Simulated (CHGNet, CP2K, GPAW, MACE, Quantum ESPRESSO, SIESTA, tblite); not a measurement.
# GPAW on Σ5 (001) twist boundary in Ge (77 atoms): settings against a plane-wave reference, part 2 of 2

Wanted: GPAW inputs and outputs for Σ5 (001) twist boundary in Ge (77 atoms), checked against a plane-wave reference.

Program: GPAW 26.7.0; the method stands at each step. Banners, paths, timers and routine set-up lines are dropped from the logs unmarked, and long logs keep their key lines alone; longer cuts are marked.

So far. Step 2 (PBE, LCAO dzp, h 0.2 Å): Forces lie 15 % from the reference's, at 0.16 times its CPU time (on 1 against 4 cores). Step 3 (RPBE, LCAO dzp, h 0.2 Å): Against the first run (15 %), the force difference from the reference is 20 %, at 1.0 times the CPU time; the model has changed, so this is no error of the program alone.

### 4. PBE, LCAO sz(dzp), h 0.2 Å

Method: Kohn-Sham DFT, PBE, PAW, atomic orbitals (sz(dzp)).

File run.py:

```python
import numpy as np
from ase.io import read
from gpaw import GPAW, FermiDirac

atoms = read("structure.xyz")
atoms.calc = GPAW(
    mode="lcao",
    basis="sz(dzp)",
    h=0.2,
    xc="PBE",
    kpts={"size": (1, 1, 1), "gamma": True},
    occupations=FermiDirac(0.05),
    maxiter=200,
    symmetry={"point_group": False},
    txt="gpaw.txt",
)
energy = atoms.get_potential_energy(force_consistent=True)
forces = atoms.get_forces()
print(f"energy {energy:.6f} eV")
print("forces (eV/A)")
for i, (a, f) in enumerate(zip(atoms, forces)):
    print(f"{i:4d} {a.symbol:2s} {f[0]:10.5f} {f[1]:10.5f} {f[2]:10.5f}")
print(f"Fermi level {atoms.calc.get_fermi_level():.4f} eV")
for k in range(len(atoms.calc.get_ibz_k_points())):
    for s in range(atoms.calc.get_number_of_spins()):
        e = atoms.calc.get_eigenvalues(kpt=k, spin=s)
        n = np.searchsorted(e, atoms.calc.get_fermi_level())
        print(f"k {k} spin {s} levels about the Fermi level:", np.round(e[max(n - 6, 0):n], 4).tolist(), "|", np.round(e[n:n + 6], 4).tolist())
```

File structure.xyz:

```xyz
77
Lattice="8.94608 0.00000 0.00000 0.00000 8.94608 0.00000 0.00000 0.00000 22.56460" Properties=species:S:1:pos:R:3 pbc="T T T"
[... 77 atom lines left out: the same atoms as in the first run ...]
```

Started as:

```console
> OMP_NUM_THREADS=1 python run.py > output.txt
```

What it wrote:

```text
energy -294.857511 eV
forces (eV/A)
   0 Ge    0.92916   -0.53761    0.29973
   1 Ge   -0.43801   -0.10603    0.52432
   2 Ge   -0.57463    1.33815   -0.93377
   3 Ge    0.29010   -0.17447    0.21102
   4 Ge   -0.24639   -0.17531   -0.03690
   5 Ge    0.11008    0.64892    0.05561
   6 Ge   -0.18083    0.16956    0.78589
   7 Ge    0.23281   -0.04657   -0.62776
   8 Ge   -0.59978   -0.57326   -2.65267
   9 Ge    0.74816   -0.14919   -0.10019
  10 Ge    0.26661   -0.25780    0.12878
  11 Ge   -0.16387    0.24715    0.46740
[...]
72 Ge    0.14046    0.04402    0.09444
  73 Ge   -0.70079    1.04491    0.05579
  74 Ge    0.71850   -0.17522    1.01902
  75 Ge    0.15221   -1.50457   -0.30276
  76 Ge    0.62074    1.03966    1.83941
Fermi level 5.5250 eV
k 0 spin 0 levels about the Fermi level: [4.8969, 5.0258, 5.253, 5.3168, 5.4288, 5.5121] | [5.5435, 5.6242, 5.6704, 5.8718, 6.0781, 6.1178]
```

gpaw.txt:

```text
Input parameters:
  mode=LCAO(),
  basis={'default': 'sz(dzp)'},
  h=0.2,
  kpts=MonkhorstPack(size=(1, 1, 1), gamma=True),
  maxiter=200,
  occupations=Occupations(name='fermi-dirac', width=0.05, fixmagmom=False),
  symmetry=Symmetry(point_group=False),
  xc=XC(name='PBE')
[... lines left out ...]
  Fermi-Dirac:
[... lines left out ...]
convergence criteria:
- Maximum [total energy] change in last 3 cyles: 0.0005 eV / valence electron
[... lines left out ...]
Converged in 18 steps
[... lines left out ...]
  Free energy:    -294.857511
[... lines left out ...]
Fermi level: 5.525
[... lines left out ...]
|          0 |        -7.561 |     2.000 |
|        ... |               |           |
|        146 |         4.674 |     2.000 |
|        147 |         4.796 |     2.000 |
[...]
|        161 |         6.310 |     0.000 |
|        ... |               |           |
|        188 |         8.262 |     0.000 |
Gap: 0.031 eV
Transition (v -> c):
  (s=0, k=0, n=153, [0.00, 0.00, 0.00]) -> (s=0, k=0, n=154, [0.00, 0.00, 0.00])
No difference between direct/indirect transitions
Force computation time: 6.279  # s
timing:  # [seconds]
  Total:  87.915  # ━━━━━━━━━━━━━━━━━━━━━━━━━━━━━━━━━━━━━━━━━━━━━━━━━━━━━━━━━
  Init:    8.680  # ━━━━━╸
  SCF:    72.930  # ━━━━━━━━━━━━━━━━━━━━━━━━━━━━━━━━━━━━━━━━━━━━━━━╸
  Forces:  6.279  # ━━━━
```

Elapsed: 89 s, on 1 thread of Arm Neoverse V1, shared host; peak memory 1.2 GiB.

Numbers from this run, and their distance from the reference:

| Quantity | Value |
| --- | --- |
| r.m.s. force component | 0.5977 eV/Å |
| r.m.s. difference of force components | 225.6 meV/Å |
| longest difference of force vectors | 1141 meV/Å |
| force difference over r.m.s. force | 55.51 % |
| slope of forces against the reference's | 1.427 |
| correlation of force components | 0.9705 |

This is a coarse setting, run to see what it loses.

Against the first run (15 %), the force difference from the reference is 56 %, at 0.29 times the CPU time, with 308 basis functions against 1001: the smaller basis costs accuracy.

### 5. PBE, LCAO dzp, h 0.16 Å

Method: Kohn-Sham DFT, PBE, PAW, atomic orbitals (dzp).

run.py: that of step 4 with these lines changed.

```diff
@@ -7,4 +7,4 @@
     mode="lcao",
-    basis="sz(dzp)",
-    h=0.2,
+    basis="dzp",
+    h=0.16,
     xc="PBE",
```

structure.xyz is that of step 4.

What it wrote:

```text
energy -317.242845 eV
forces (eV/A)
   0 Ge    0.76182   -0.50050    0.10858
   1 Ge   -0.27478   -0.07532    0.35686
   2 Ge   -0.48074    1.08398   -0.75569
   3 Ge    0.21218   -0.22598    0.08671
   4 Ge   -0.24026   -0.08493   -0.14989
   5 Ge    0.26943    0.63292   -0.08972
[...]
74 Ge    0.63139   -0.25500    0.95947
  75 Ge    0.12757   -1.12452   -0.14198
  76 Ge    0.44204    0.77387    1.41553
Fermi level 5.5482 eV
k 0 spin 0 levels about the Fermi level: [5.0543, 5.1404, 5.3246, 5.4209, 5.4574, 5.5282] | [5.5602, 5.6439, 5.6897, 5.8642, 6.0574, 6.0766]
```

gpaw.txt:

```text
Input parameters:
  mode=LCAO(),
  basis={'default': 'dzp'},
  h=0.16,
  kpts=MonkhorstPack(size=(1, 1, 1), gamma=True),
  maxiter=200,
  occupations=Occupations(name='fermi-dirac', width=0.05, fixmagmom=False),
[... lines left out ...]
  Fermi-Dirac:
[... lines left out ...]
convergence criteria:
- Maximum [total energy] change in last 3 cyles: 0.0005 eV / valence electron
[... lines left out ...]
Converged in 20 steps
[... lines left out ...]
  Free energy:    -317.242845
[... lines left out ...]
Fermi level: 5.548
[... lines left out ...]
|        ... |               |           |
|        188 |         8.046 |     0.000 |
Gap: 0.032 eV
Transition (v -> c):
  (s=0, k=0, n=153, [0.00, 0.00, 0.00]) -> (s=0, k=0, n=154, [0.00, 0.00, 0.00])
No difference between direct/indirect transitions
Force computation time: 53.135  # s
timing:  # [seconds]
  Total:  556.027  # ━━━━━━━━━━━━━━━━━━━━━━━━━━━━━━━━━━━━━━━━━━━━━━━━━━━━━━━━
  Init:    15.310  # ━╸
  SCF:    487.555  # ━━━━━━━━━━━━━━━━━━━━━━━━━━━━━━━━━━━━━━━━━━━━━━━━━
  Forces:  53.135  # ━━━━━╸
```

Wall time 9.3 min (1 thread); peak memory 3.1 GiB.

Compared with the plane-wave run:

- r.m.s. force component: 0.4575 eV/Å
- r.m.s. difference of force components: 61.04 meV/Å
- longest difference of force vectors: 287.2 meV/Å
- force difference over r.m.s. force: 15.02 %
- slope of forces against the reference's: 1.122
- correlation of force components: 0.997
- energy less the same-level run's: -6.835 meV/atom
- r.m.s. force difference from the same-level run: 15.25 meV/Å

Against the first run (15 %), the force difference from the reference is 15 %, at 1.8 times the CPU time: the change moves forces by 15 meV/Å r.m.s., so most of the difference comes from elsewhere.

### 6. All runs compared

Differences are against the plane-wave reference, forces as r.m.s. over components; share is that over the reference's r.m.s. force, slope the least-squares factor from reference forces to these. Total energies of different programs have different zeros and aren't compared.

```tsv
run	Δ force, r.m.s. (meV/Å)	share (%)	slope	cores	CPU time	memory (GiB)
reference	-	-	-	4	33 min	5.8
GPAW PBE, LCAO dzp, h 0.2 Å	60.8	14.9	1.121	1	5.1 min	1.6
GPAW RPBE, LCAO dzp, h 0.2 Å	83.1	20.4	1.168	1	5.1 min	1.6
GPAW PBE, LCAO sz(dzp), h 0.2 Å (coarse)	226	55.5	1.427	1	89 s	1.2
GPAW PBE, LCAO dzp, h 0.16 Å	61.0	15.0	1.122	1	9.3 min	3.1
```

Rows marked coarse were listed beforehand as settings not expected to be converged; some can still land near the reference.

CPU time is summed over cores on a shared host, where runs went side by side, so it is rough. Symmetry, cutoffs, thresholds, outputs and thread counts weren't matched or tuned between programs; memory under MPI is the largest rank's times the ranks.

Within one program, basis, potentials and functional, energies share a zero. Each run against its twin at the usual cutoff or grid and solver:

```tsv
run	twin	Δ energy (meV/atom)	Δ force, r.m.s. (meV/Å)	CPU time over the twin's
GPAW PBE, LCAO dzp, h 0.16 Å	LCAO dzp, h 0.2 Å	-6.84	15.3	1.8
```

### 7. What came out

| Item | Value |
| --- | --- |
| nearest in forces | a tie at 15 % of 2 runs: GPAW PBE, LCAO dzp, h 0.2 Å; GPAW PBE, LCAO dzp, h 0.16 Å |

The PBE runs in local orbitals, coarse settings apart, differ by 15 % in each run; basis, grid and potentials can all enter. Rows with another functional or a dispersion term differ by 20 % (GPAW RPBE, LCAO dzp, h 0.2 Å), which mixes the change of model with differences of basis and potentials. Runs with settings chosen to be coarse differ by 56 % (GPAW PBE, LCAO sz(dzp), h 0.2 Å), their programs' other errors included. Of the electronic-structure runs that take under half the reference's CPU time, GPAW PBE, LCAO dzp, h 0.2 Å is among the nearest, at 15 % in 5.1 min against 33 min. GPAW PBE, LCAO sz(dzp), h 0.2 Å stiffens the forces by a factor of 1.43 while following their directions (correlation 0.971); the slopes of the 4 GPAW runs lie between 1.12 and 1.43. The potentials hold different valence shells: 1078 electrons in the reference, 308 in GPAW; this bears on time and differences. GPAW's setups keep the filled d shell of Ge in the core. The host structure and its lattice constant were typed by rule, without a check against the phase diagram. The reference's pressure of 5.3 GPa says that the cell would expand at this level of theory. The electronic-structure runs sample only Γ, in a cell whose shortest periodic width is 9 Å, which is coarse for a cell with partly filled levels.

[Also dropped from logs without a mark: logging warnings of Python, and SIESTA's first energy breakdown and zero terms.]

[Logs are printed without paths, hosts, clocks, repeated set-up lines and the standing remarks that a program may print on its own settings, such as how far it seeks lower states.]

[Hosts, paths, dates, database ids (printed as entryN), source tags and the programs' standing remarks are cut or masked in the printed files.]
